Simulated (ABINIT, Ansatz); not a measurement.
# CdF2 (Fm-3m): changed settings of a GW run in ABINIT

What do changed inputs do to GW on CdF2 (Fm-3m)?

Calculated with ABINIT 10.8.3; PBE and many-body steps on it, plane waves.

Report form: the programs' logs are mostly left out.

**1. Starting point**

It takes space group Fm-3m (No. 225, cubic). Conventional cell: a = 5.388 Å, b = 5.388 Å, c = 5.388 Å, α = 90.00°, β = 90.00°, γ = 90.00°. Nearest to Cd lie 8 F at 2.33 Å. F has 4 Cd at 2.33 Å nearest. Farther neighbours and most contacts between anions are not listed.

The cell and positions come from the Crystallography Open Database and are kept as given unless a step says otherwise.

**2. Screening, 6×6×6 mesh, 119 bands, screening to 176.9 eV**

This step: ABINIT 10.8.3; RPA screening on PBE, plane waves, norm-conserving pseudopotentials.

The RPA dielectric matrix is built and inverted for each q.

The input, run.abi:

```
acell 3*1.0 Angstrom
rprim 
  0.000000000000 2.694000000000 2.694000000000
  2.694000000000 -0.000000000000 2.694000000000
  2.694000000000 2.694000000000 -0.000000000000
ntypat 2
znucl 48 9
natom 3
typat 1 2 2
xred 
  0.000000000000 0.000000000000 0.000000000000
  0.250000000000 0.250000000000 0.250000000000
  0.750000000000 0.750000000000 0.750000000000
pp_dirpath "pseudos"
pseudos "Cd.upf, F.upf"
ecut 47
ngkpt 6 6 6
nshiftk 1
shiftk 0 0 0
kptopt 1
chksymbreak 0
istwfk *1
occopt 1
irdwfk 1
optdriver 3
nband 119
ecuteps 6.5
inclvkb 2
awtr 1
symchi 1
indata_prefix "in"
outdata_prefix "out"
tmpdata_prefix "tmp"
```

Started as:

```bash
$ OMP_NUM_THREADS=1 mpirun -n 8 abinit run.abi > log
```

Wall time 2 min (8 MPI ranks of Arm Neoverse V2, shared host); peak memory 3.2 GiB.

Numbers from this step:

| Quantity | Value |
| --- | --- |
| ε∞ with local fields, on this mesh, along the program's q direction | 2.738 |
| the same without local fields | 2.901 |
| plasma frequency | 34.62 eV |
| plane waves in the screening matrix | 181 |

Local fields lower ε∞ by 6 %.

**3. Base**

The self-energy is evaluated for the states that the input lists, and the levels follow from it, in one-shot runs by the linearised quasiparticle equation.

This step: G0W0 on PBE, plane waves, norm-conserving pseudopotentials.

run.abi: that of step 2 with these lines changed.

```diff
@@ -24,8 +24,17 @@
 irdwfk 1
-optdriver 3
+optdriver 4
 nband 119
+gwcalctyp 0
+ecutsigx 47
+symsigma 1
+nkptgw 2
+kptgw 
+  -0.3333333333 0.5000000000 0.1666666667
+  0.0000000000 0.0000000000 0.0000000000
+bdgw 
+  16 19
+  15 21
 ecuteps 6.5
-inclvkb 2
-awtr 1
-symchi 1
+irdscr 1
+ppmodel 1
 indata_prefix "in"
```

Run time: 13 s. Hardware: 8 MPI ranks; peak memory 2.5 GiB; 99 s of CPU time.

Numbers from this step:

| Quantity | Value |
| --- | --- |
| G0W0 gap on the points computed | 5.343 eV |
| starting gap on the mesh | 3.143 eV |
| k of the valence top | -0.3333, 0.5, 0.1667 |
| k of the conduction bottom | 0, 0, 0 |
| Z at the valence top | 0.803 |
| Z at the conduction bottom | 0.875 |
| least direct G0W0 gap on the computed points | 6.079 eV |

The gap on the mesh goes from 3.14 eV to 5.34 eV, a correction of +2.20 eV.

**4. Exchange cutoff of one hartree**

run.abi: that of step 3 with these lines changed.

```diff
@@ -27,3 +27,3 @@
 gwcalctyp 0
-ecutsigx 47
+ecutsigx 1
 symsigma 1
```

Run time: 3 s. Hardware: 8 MPI ranks; peak memory 0.64 GiB; 23 s of CPU time.

The run ended normally, though the input holds a fault or crude settings.

The fault put into this input: exchange cutoff of one hartree. It printed a gap of -0.17 eV, an artefact of the input.

**5. Side by side**

Times are wall times on 8 MPI ranks of Arm Neoverse V2, shared host, good to a factor of about two. A run's time includes the screening step that it read.

```
 run   mesh  bands  screening cutoff (eV)  DFT gap (eV)  gap on the mesh (eV)  direct (eV)  ε∞ used     time
base  6×6×6    119                  176.9         3.143                 5.343        6.079     2.74  2.2 min
```

**6. Outcome**

```
base         : 5.343 eV
known limits : not at the basis limit; d shell near the gap, gap tends to lie low; no spin-orbit coupling
```

In words: Bands and cutoff are finite, so the gap is not at the basis limit. The miss can reach some tenths of an eV and take either sign; the mesh is an error of its own. In the G0W0 run levels were corrected at 2 k points alone, so a gap called «on the mesh» is the least over those, and an edge elsewhere would be missed. A d shell, filled or nearly so, lies near the gap. One-shot GW converges very slowly in bands there, not always from below, and on a semilocal start the gap tends to come out low; starts rich in exact exchange can overshoot instead. The many-body steps are scalar-relativistic: spin-orbit coupling is not in them.

[Paths, hosts, dates, memory and timing lines, banners, echoed tables and standing remarks are left out of the program output.]

[Logs are printed without paths, hosts, clocks, repeated set-up lines and the standing remarks that a program may print on its own settings, such as how far it seeks lower states.]

[Runs of the session that timed out or met a known fault of the program may be left out.]

[Hosts, paths, dates, database ids (printed as entryN), source tags and the programs' standing remarks are cut or masked in the printed files.]

[G0W0 gaps are taken among the corrected bands and points alone; a level outside them can change the order at an edge.]

[Where Ansatz stands beside ABINIT at settings called matched, ABINIT's density can come from a denser mesh and the files from another edition; pairs whose starting gaps differed by over 0.03 eV were left out, so agreement reads better than it is.]
